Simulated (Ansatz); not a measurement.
**Convergence of a linear-scaling basis for random alloy of the diamond Si-Ge line, x = 0.25 (64 atoms)**

Aim: test how closely localised support functions follow the reference on random alloy of the diamond Si-Ge line, x = 0.25 (64 atoms), and at what cost. A setting counts as converged where the r.m.s. difference of forces stays under 1 % of the r.m.s. force.

Method: Kohn-Sham DFT, PBE, PAW (set soft_2), plane waves, in Ansatz 0.2.0.

### 1. The system as given

The cell holds 64 atoms: 48 Si and 16 Ge. Its edges and angles: a = 11.084 Å, b = 11.084 Å, c = 11.084 Å, α = 90.0°, β = 90.0°, γ = 90.0°. It derives from Si and Ge (diamond Si-Ge), repeated 2×2×2. Diamond Si-Ge: 64 atoms, 16 of 64 Si sites given to Ge at random, cell and internal coordinates interpolated linearly between the end members (Vegard's rule); not relaxed, displaced by a Gaussian of 0.02 Å. Lattice constants are starting values near those of PBE.

What the set-up can't give: The host structure and its lattice constant were typed by rule, without a check against the phase diagram. Sampling is at Γ alone, for a cell whose shortest periodic width is 11 Å.

### 2. Plane-wave single point

The first run uses the default basis; a harder plane-wave run follows as the reference for the support functions.

File input.yaml:

```yaml
crystal:
  lattice:
    - [11.0835, 0.0, 0.0]
    - [0.0, 11.0835, 0.0]
    - [0.0, 0.0, 11.0835]
  atoms:
    - { symbol: Si, position: [0.00293, 0.9989, 0.99905] }
    - { symbol: Si, position: [0.12306, 0.12656, 0.12085] }
    - { symbol: Si, position: [0.00315, 0.24863, 0.25058] }
    - { symbol: Si, position: [0.12455, 0.37764, 0.37128] }
    - { symbol: Ge, position: [0.24942, 0.99931, 0.25205] }
    - { symbol: Si, position: [0.37302, 0.12469, 0.37342] }
    - { symbol: Si, position: [0.25008, 0.25105, 0.99801] }
    - { symbol: Si, position: [0.37707, 0.37663, 0.12591] }
    - { symbol: Ge, position: [0.00163, 0.99877, 0.49978] }
    - { symbol: Ge, position: [0.12331, 0.12452, 0.62596] }
    - { symbol: Si, position: [0.99875, 0.24928, 0.74876] }
    - { symbol: Si, position: [0.12347, 0.37379, 0.87498] }
    - { symbol: Ge, position: [0.24798, 0.00042, 0.753] }
    - { symbol: Si, position: [0.37634, 0.12465, 0.8734] }
    - { symbol: Si, position: [0.24865, 0.25305, 0.50009] }
    - { symbol: Ge, position: [0.37385, 0.37534, 0.62879] }
    - { symbol: Si, position: [0.00022, 0.50111, 0.00054] }
    - { symbol: Si, position: [0.12436, 0.62294, 0.12437] }
    - { symbol: Si, position: [0.99962, 0.75106, 0.25151] }
    - { symbol: Si, position: [0.12668, 0.87552, 0.3766] }
    - { symbol: Ge, position: [0.24864, 0.50226, 0.25093] }
    - { symbol: Si, position: [0.37446, 0.62588, 0.37486] }
    - { symbol: Si, position: [0.25204, 0.75274, 0.00394] }
    - { symbol: Si, position: [0.37248, 0.87239, 0.12409] }
    - { symbol: Si, position: [0.00029, 0.50158, 0.50057] }
    - { symbol: Si, position: [0.12135, 0.62445, 0.62649] }
    - { symbol: Si, position: [0.00042, 0.75138, 0.7496] }
    - { symbol: Ge, position: [0.12464, 0.87534, 0.87574] }
    - { symbol: Si, position: [0.25036, 0.50021, 0.74879] }
    - { symbol: Si, position: [0.37568, 0.62522, 0.87704] }
    - { symbol: Ge, position: [0.25216, 0.75033, 0.49932] }
    - { symbol: Si, position: [0.37385, 0.87576, 0.62514] }
    - { symbol: Si, position: [0.49938, 8.0e-05, 0.99888] }
    - { symbol: Ge, position: [0.62626, 0.12419, 0.12721] }
    - { symbol: Si, position: [0.50073, 0.25107, 0.24802] }
    - { symbol: Si, position: [0.62531, 0.37634, 0.37328] }
    - { symbol: Si, position: [0.74952, 6.0e-05, 0.24752] }
    - { symbol: Ge, position: [0.87557, 0.12653, 0.37345] }
    - { symbol: Ge, position: [0.75063, 0.24763, 0.99993] }
    - { symbol: Si, position: [0.87208, 0.37702, 0.12574] }
    - { symbol: Si, position: [0.49996, 0.9986, 0.5023] }
    - { symbol: Si, position: [0.62855, 0.12165, 0.62723] }
    - { symbol: Si, position: [0.50294, 0.25061, 0.74784] }
    - { symbol: Ge, position: [0.62656, 0.37467, 0.87391] }
    - { symbol: Si, position: [0.74778, 0.00099, 0.75143] }
    - { symbol: Si, position: [0.87387, 0.12594, 0.87294] }
    - { symbol: Si, position: [0.75145, 0.25008, 0.49966] }
    - { symbol: Ge, position: [0.87482, 0.37657, 0.62635] }
    - { symbol: Ge, position: [0.50096, 0.50025, 0.00014] }
    - { symbol: Si, position: [0.62612, 0.62542, 0.12623] }
    - { symbol: Si, position: [0.49944, 0.74561, 0.25187] }
    - { symbol: Si, position: [0.62895, 0.8758, 0.37482] }
    - { symbol: Si, position: [0.74975, 0.49979, 0.25003] }
    - { symbol: Si, position: [0.87298, 0.62407, 0.3732] }
    - { symbol: Si, position: [0.75045, 0.74946, 0.00089] }
    - { symbol: Ge, position: [0.87468, 0.87678, 0.12539] }
    - { symbol: Si, position: [0.50395, 0.49658, 0.49883] }
    - { symbol: Si, position: [0.62663, 0.62956, 0.62455] }
    - { symbol: Si, position: [0.50008, 0.74959, 0.7524] }
    - { symbol: Si, position: [0.62448, 0.87623, 0.87442] }
    - { symbol: Si, position: [0.7477, 0.50057, 0.75091] }
    - { symbol: Ge, position: [0.87733, 0.6248, 0.87389] }
    - { symbol: Si, position: [0.75102, 0.75043, 0.50051] }
    - { symbol: Si, position: [0.87487, 0.87709, 0.62567] }
kpoints:
  mp_grid: { grid: [1, 1, 1] }
hamiltonian:
  xc: pbe
scf:
  occupations: { method: fixed }
output:
  forces: true
  stress: true
  populations: true
  dos:
    method: { smearing: { sigma: 0.08 } }
    de: 0.1
    projected: { site_lists: { Ge: [Ge], Si: [Si] } }
  eigenvalues: true
  write_density: true
  write_potential: true
  volumetric_format: npy
  elf: true
```

Command:

```bash
> ansatz run input.yaml --threads 4 --pin off --max-ram 8192MiB --backend cpu --events-out ev --progress --plain --runs-dir out
```

The log of the run:

```text
Engine: ansatz 0.2.0, aarch64-unknown-linux-gnu
Pseudopotentials: kind: paw
Pseudopotential: Si, paw, valence charge 4, recommended cutoff 420 eV (normal), Si.paw.azcp
Pseudopotential: Ge, paw, valence charge 14, recommended cutoff 420 eV (normal), Ge.paw.azcp
[... 5 lines on functional and potentials left out ...]
Crystal: 64 atoms, lattice volume = 1361.541 Å³
Basis set: ecut = 420 eV, 26745 PW (Γ), exchange–correlation on 150×150×150 points (8 copies of the dense FFT grid, shifted against one another)
Bands: 272, of which v1, the nominal top of the filled ones, is band 208 counted from 1 (207 counted from 0)
Symmetry: 1 space group operations
Space group: P1 (ITA 1), of the structure as read, at distance tolerance 1.1e-4 Å
k-points: 1
[... 5 lines on functional and potentials left out ...]
Initial density: superposition of atomic densities (neutral atoms: chi_scale 0, normalization atom), corrected by the library's trained network
Initial wavefunctions: pseudopotential atomic-orbital guess
Functional: x = pbe(κ = 0.804, μ = 0.219515), c = pbe(β = 0.066725)
SCF iter   1: F=—  HF=-99229.906439 eV  |F-HF|=—  |Δ(HF+E_count)|=         —  Δρ=1.84e-3  dr2=7.02e-2  ethr=1.77e-3  ⟨swp⟩=5.0  Hψ=923  notcnv=0  defer=58
preconditioner: auto → Resta (q_TF=auto, 2.239 Å⁻¹)  ε∞=5.1  [insulator: Δε(μ)=0.659 eV  Ē_g=7.944 eV  n_scr=250 (ndim 8)  ℏωp=16.1 eV  f_vac=0.000  ε∞_Penn≈5.1]
SCF iter   2: F=—  HF=-99229.890324 eV  |F-HF|=—  |Δ(HF+E_count)|=   1.61e-2  Δρ=1.12e-3  dr2=2.65e-2  ethr=1.69e-5  ⟨swp⟩=2.0  Hψ=523  notcnv=0  defer=62
SCF iter   3: F=—  HF=-99229.890779 eV  |F-HF|=—  |Δ(HF+E_count)|=   4.55e-4  Δρ=6.37e-4  dr2=5.30e-3  ethr=6.36e-6  ⟨swp⟩=2.0  Hψ=426  notcnv=0  defer=62
SCF iter   4: F=—  HF=-99229.886313 eV  |F-HF|=—  |Δ(HF+E_count)|=   4.47e-3  Δρ=1.95e-4  dr2=4.94e-4  ethr=1.27e-6  ⟨swp⟩=2.0  Hψ=426  notcnv=0  defer=62
SCF iter   5: F=—  HF=-99229.886577 eV  |F-HF|=—  |Δ(HF+E_count)|=   2.64e-4  Δρ=5.86e-5  dr2=4.83e-5  ethr=1.19e-7  ⟨swp⟩=2.0  Hψ=424  notcnv=0  defer=56
SCF iter   6: F=—  HF=-99229.885988 eV  |F-HF|=—  |Δ(HF+E_count)|=   5.89e-4  Δρ=1.10e-5  dr2=1.62e-6  ethr=1.16e-8  ⟨swp⟩=2.0  Hψ=424  notcnv=0  defer=56
SCF iter   7: F=—  HF=-99229.885992 eV  |F-HF|=—  |Δ(HF+E_count)|=   3.68e-6  Δρ=3.23e-6  dr2=1.98e-7  ethr=3.90e-10  ⟨swp⟩=2.0  Hψ=424  notcnv=0  defer=56
SCF iter   8: F=-99229.885992 eV  HF=-99229.885992 eV  |F-HF|=5.60e-9  |Δ(HF+E_count)|=   5.14e-9  Δρ=1.12e-6  dr2=1.37e-8  ethr=2.40e-11  ⟨swp⟩=24.0  Hψ=2774  notcnv=0
SCF 1 converged in 8 iterations: F = -99229.885992 eV  dr2 = 1.37e-8
  greatest PAW one-centre occupation: 0.998 electrons in one spin orbital (limit 2), on the Ge atom at site 12 (counted from 0), in its partial waves of l = 2
SCF converged after 8 iterations
Free energy (F): -99229.885992 eV
Harris-Foulkes:  -99229.885992 eV  (|F-HF|=5.60e-9)
Internal energy: -99229.885992 eV  (E = F + TS)
E sigma→0 (E₀):  -99229.885992 eV
Fermi energy:    6.652067 eV
--- Per-component energies (eV) ---
  E_band       = -2436.257695
  E_kinetic    = 3715.518173
  E_local      = -51613.933636  (includes V_loc(G=0)·N_el)
  E_nonlocal   = 7943.120649
  E_hartree    = 22969.391253
  E_xc         = -3847.411262
  E_vxc        = -3264.605338  (∫ρ·V_xc dr)
  E_paw        = -56946.432504  (= ΣΔE_a)
  E_vpaw       = -5155.154332  (= ΣTr[D̂ρ^β])
  E_aug_tail   = 0.004453  (compensation charges beyond the density's cutoff)
  E_ewald      = -21450.143119
  E_smearing   = -0.000000  (= −TS)
  E_closure    = -0.000000  (closes the sum)
  Σ components = -99229.885992   (vs F -99229.885992, Δ=0.00e0)
--- Forces (eV/Å), atoms counted from 1 ---
  atom   1  Si    -0.67290027     0.73950454    -0.06341067
  atom   2  Si     0.28189652     0.02501507     0.17987758
  atom   3  Si    -0.23777620     0.62463789    -0.62755039
  atom   4  Si    -0.21510073    -0.42511789     0.81373171
  atom   5  Ge    -0.19735360     0.14436635    -0.62695052
  atom   6  Si     0.61194954     0.51406432     0.62618355
  atom   7  Si     0.24377593    -0.00906831     0.15052150
  atom   8  Si    -0.39827957    -0.50855355    -0.11633035
  atom   9  Ge    -0.31334068    -0.30330201    -0.07621474
  atom  10  Ge     0.26144478     0.67501865    -0.16083288
  atom  11  Si    -0.01575929     0.14647150     0.58713663
  atom  12  Si     0.09722836     0.17600681    -0.12221488
  atom  13  Ge     0.77138932     0.05631436    -0.39607560
  atom  14  Si     0.26011708     0.47732757     0.29634370
[...]
atom  63  Si     0.19294521     0.14404577    -0.11880747
  atom  64  Si    -0.24407863    -0.36865108     0.23706528
  max |Σ_I F_I| component: 2.97e-6 eV/Å
--- Stress (GPa, compression-positive) ---
        0.294632       0.093413      -0.119848
        0.093413       0.313289       0.128339
       -0.119848       0.128339       0.312168
  P = ⅓ Tr σ = 0.3067 GPa (3.067 kbar)
--- Band table (eV) ---
  k-point 0: bands = ["-17.8467", "-17.8420", "-17.8129", "-17.8033", [... 256 levels ...], "10.9284", "10.9465", "10.9670", "10.9856", "11.0180", "11.0513", "11.1324", "11.1463", "11.1815", "11.1915", "11.2087", "11.2126"]
--- Löwdin populations: 64 sites ---
  site symbol       q [e]
     0     Si      3.9270
     1     Si      3.9499
     2     Si      3.9465
[...]
63     Si      3.9528
  spilling = 0.004881 (of n_electrons = 416.000000)
```

It took 15 s on 4 threads of Arm Neoverse V2, shared host; peak memory 1.4 GiB.

In the SCF lines HF is the Harris–Foulkes energy and dr2 the Hartree energy of the density residual, in eV; the loop may stop once dr2 is under the threshold and the program's other checks hold. Hψ counts applications of the Hamiltonian.

Read from the output:

```
free energy                                      : -99229.8860 eV
free energy per atom                             : -1550.4670 eV/atom
SCF cycles                                       : 8
pressure                                         : 0.3067 GPa
r.m.s. force component                           : 0.3636 eV/Å
longest force                                    : 1.023 eV/Å
Fermi energy                                     : 6.652 eV
gap (highest filled to lowest empty level) : 0.6453 eV
spilling of the projection                       : 0.004881
```

The r.m.s. force component of 0.36 eV/Å and the pressure of 0.31 GPa set the scale for the differences below.

### 3. Plane waves at 750 eV (750 eV)

The grid of the support functions holds more waves than the default cutoff, so they are judged against a harder plane-wave run.

input.yaml, the sections that differ from step 2:

```yaml
output:
  forces: true
  eigenvalues: true
basis:
  ecutwfc: "750 eV"
# crystal, kpoints, hamiltonian, scf: as in step 2
```

The log of the run:

```text
[...]
Crystal: 64 atoms, lattice volume = 1361.541 Å³
Basis set: ecut = 750 eV, 63461 PW (Γ), exchange–correlation on 200×200×200 points (8 copies of the dense FFT grid, shifted against one another)
Bands: 272, of which v1, the nominal top of the filled ones, is band 208 counted from 1 (207 counted from 0)
Symmetry: 1 space group operations
[...]
k-points: 1
[...]
SCF iter   1: F=—  HF=-99229.935594 eV  |F-HF|=—  |Δ(HF+E_count)|=         —  Δρ=1.85e-3  dr2=7.05e-2  ethr=1.77e-3  ⟨swp⟩=5.0  Hψ=923  notcnv=0  defer=58
[...]
SCF iter   3: F=—  HF=-99229.921056 eV  |F-HF|=—  |Δ(HF+E_count)|=   7.67e-4  Δρ=6.48e-4  dr2=5.16e-3  ethr=6.37e-6  ⟨swp⟩=2.0  Hψ=426  notcnv=0  defer=31
automatic band count: iteration 3 solves 241 bands in place of 272: the levels show a gap, and the empty bands left out lie too high to hold charge; the band table lists the bands solved (type scf.n_extra_bands for more)
SCF iter   4: F=—  HF=-99229.916157 eV  |F-HF|=—  |Δ(HF+E_count)|=   4.90e-3  Δρ=1.99e-4  dr2=5.35e-4  ethr=1.24e-6  ⟨swp⟩=2.0  Hψ=426  notcnv=0  defer=31
[...]
SCF iter   8: F=-99229.915742 eV  HF=-99229.915742 eV  |F-HF|=1.40e-9  |Δ(HF+E_count)|=   1.59e-7  Δρ=1.87e-6  dr2=2.82e-8  ethr=2.40e-11  ⟨swp⟩=15.0  Hψ=1428  notcnv=0
SCF 1 converged in 8 iterations: F = -99229.915742 eV  dr2 = 2.82e-8
[...]
SCF converged after 8 iterations
Free energy (F): -99229.915742 eV
[...]
Internal energy: -99229.915742 eV  (E = F + TS)
E sigma→0 (E₀):  -99229.915742 eV
Fermi energy:    6.651923 eV
[...]
Σ components = -99229.915742   (vs F -99229.915742, Δ=0.00e0)
--- Forces (eV/Å), atoms counted from 1 ---
  atom   1  Si    -0.67291678     0.73957155    -0.06339009
  atom   2  Si     0.28188221     0.02510782     0.17983286
  atom   3  Si    -0.23774797     0.62469437    -0.62757325
  atom   4  Si    -0.21510467    -0.42513028     0.81369464
[...]
atom  64  Si    -0.24413485    -0.36872434     0.23706231
  max |Σ_I F_I| component: 4.99e-6 eV/Å
--- Band table (eV) ---
[...]
```

The job ended after 18 s (4 threads; peak memory 2.8 GiB).

Forces differ from the reference by 0.048 meV/Å r.m.s., 0.013 % of their size, well within a tolerance of 1 %; the energy by -0.46 meV/atom.

### 4. Support functions medium

The cell is solved in localised support functions. Besides, the program derives a nominal cutoff of 420 eV for this run, against the reference's 750.

This step: Kohn-Sham DFT, PBE, PAW (set soft_2), localised support functions (medium) (Ansatz 0.2.0).

input.yaml, the sections that differ from step 3:

```yaml
scf:
  occupations: { method: fixed }
  eigensolver: { kind: { support_functions: { accuracy: medium } } }
  max_iter: 150
# crystal, kpoints, hamiltonian, output: as in step 3
# basis: removed
```

The log of the run:

```text
Warning: scf.eigensolver.kind.support_functions: disabling space-group detection — the functions' gradient is summed over unrotated k-points, so no spatial operation reduces the k-mesh or symmetrises the density; time reversal is kept, so that k and −k are solved as one point where they differ and the mesh holds both, and exact exchange and, on two spinor components, a DFT+U term hold to it where the run has them: [...]
settings of this run that can trade accuracy for cost: scf.eigensolver.kind.support_functions [...]
[...]
Crystal: 64 atoms, lattice volume = 1361.541 Å³
Basis set: ecut = 420 eV, 26745 PW (Γ), exchange–correlation on 150×150×150 points (8 copies of the dense FFT grid, shifted against one another)
Bands: 250, of which v1, the nominal top of the filled ones, is band 208 counted from 1 (207 counted from 0)
Symmetry: 1 space group operations
k-points: 1
[...]
SCF iter   1: F=—  HF=-99221.415036 eV  |F-HF|=—  |Δ(HF+E_count)|=         —  Δρ=3.80e-2  dr2=1.85e1  ethr=1.00e-1
[...]
SCF iter  12: F=—  HF=-99229.912626 eV  |F-HF|=—  |Δ(HF+E_count)|=   5.43e-4  Δρ=7.49e-6  dr2=3.76e-7  ethr=1.05e-10  κ⁻¹=1.7e-6(r=7)
SCF iter  13: F=-99229.913073 eV  HF=-99229.913073 eV  |F-HF|=1.07e-7  |Δ(HF+E_count)|=   4.46e-4  Δρ=2.00e-6  dr2=3.10e-8  ethr=9.03e-11
SCF 1 converged in 13 iterations: F = -99229.919613 eV  dr2 = 3.10e-8
[...]
SCF converged after 13 iterations
Stability not checked: this state was not tested for a lower state beside it, because the mixer in use, unlike msr1, does not test its closes by its own steps (another_mixer; see scf.mixing.algorithm and scf.lower_state_search)
Free energy (F): -99229.919613 eV
[...]
Internal energy: -99229.919613 eV  (E = F + TS)
E sigma→0 (E₀):  -99229.919613 eV
Fermi energy:    6.651948 eV
[...]
Σ components = -99229.919613   (vs F -99229.919613, Δ=0.00e0)
--- Forces (eV/Å), atoms counted from 1 ---
  atom   1  Si    -0.67297944     0.73976714    -0.06338143
  atom   2  Si     0.28197051     0.02523306     0.17984680
  atom   3  Si    -0.23768918     0.62478741    -0.62765501
  atom   4  Si    -0.21517635    -0.42524319     0.81365617
[...]
atom  64  Si    -0.24419746    -0.36877738     0.23721338
  max |Σ_I F_I| component: 9.36e-4 eV/Å
--- Band table (eV) ---
[...]
```

It took 89 s on 4 threads; peak memory 2.9 GiB.

The program notes that the band table was not solved further than the SCF left it and it switched symmetry off.

Keys that differ from the reference: basis.ecutwfc removed, support_functions.accuracy = "medium" and scf.max_iter = 150.

Forces differ from the reference by 0.10 meV/Å r.m.s., 0.028 % of their size, well within a tolerance of 1 %; the energy by -0.060 meV/atom. It took 5.0 times the reference's time (shared host, so rough).

### 5. Support functions low

The cell is solved in localised support functions. Besides, the program derives a nominal cutoff of 420 eV for this run, against the reference's 750.

This step: Kohn-Sham DFT, PBE, PAW (set soft_2), localised support functions (low) (Ansatz 0.2.0).

input.yaml, the sections that differ from step 4:

```yaml
scf:
  occupations: { method: fixed }
  eigensolver: { kind: { support_functions: { accuracy: low } } }
  max_iter: 150
# crystal, kpoints, hamiltonian, output: as in step 4
```

The log of the run:

```text
[...]
Crystal: 64 atoms, lattice volume = 1361.541 Å³
Basis set: ecut = 420 eV, 26745 PW (Γ), exchange–correlation on 150×150×150 points (8 copies of the dense FFT grid, shifted against one another)
Bands: 250, of which v1, the nominal top of the filled ones, is band 208 counted from 1 (207 counted from 0)
Symmetry: 1 space group operations
k-points: 1
[...]
SCF iter   1: F=—  HF=-99221.415036 eV  |F-HF|=—  |Δ(HF+E_count)|=         —  Δρ=3.80e-2  dr2=1.85e1  ethr=1.00e-1
[...]
SCF iter   9: F=—  HF=-99229.910566 eV  |F-HF|=—  |Δ(HF+E_count)|=   9.01e-4  Δρ=4.19e-5  dr2=1.24e-5  ethr=4.50e-8  κ⁻¹=3.7e-7(r=7)
SCF iter  10: F=-99229.911396 eV  HF=-99229.911406 eV  |F-HF|=9.87e-6  |Δ(HF+E_count)|=   8.40e-4  Δρ=1.50e-5  dr2=2.62e-6  ethr=2.97e-9
SCF 1 converged in 10 iterations: F = -99229.919605 eV  dr2 = 2.62e-6
[...]
SCF converged after 10 iterations
[...]
Free energy (F): -99229.919605 eV
[...]
Internal energy: -99229.919605 eV  (E = F + TS)
E sigma→0 (E₀):  -99229.919605 eV
Fermi energy:    6.651889 eV
[...]
Σ components = -99229.919605   (vs F -99229.919605, Δ=0.00e0)
--- Forces (eV/Å), atoms counted from 1 ---
  atom   1  Si    -0.67297274     0.73978199    -0.06338636
  atom   2  Si     0.28201166     0.02527013     0.17985572
  atom   3  Si    -0.23765024     0.62482483    -0.62767799
  atom   4  Si    -0.21516255    -0.42523135     0.81360915
[...]
atom  64  Si    -0.24424584    -0.36878557     0.23726799
  max |Σ_I F_I| component: 7.89e-4 eV/Å
--- Band table (eV) ---
[...]
```

It took 74 s on 4 threads; peak memory 2.9 GiB; 4.8 min of CPU time.

Keys that differ from the reference: basis.ecutwfc removed, support_functions.accuracy = "low" and scf.max_iter = 150.

Forces differ from the reference by 0.12 meV/Å r.m.s., 0.033 % of their size, well within a tolerance of 1 %; the energy by -0.060 meV/atom. It took 4.2 times the reference's time (shared host, so rough).

(Continued in part 2 of 3.)

[Long decimals in the printed logs are rounded to 6 places.]

[Logs are printed without paths, hosts, clocks, repeated set-up lines and the standing remarks that a program may print on its own settings, such as how far it seeks lower states.]

[Hosts, paths, dates, database ids (printed as entryN), source tags and the programs' standing remarks are cut or masked in the printed files.]
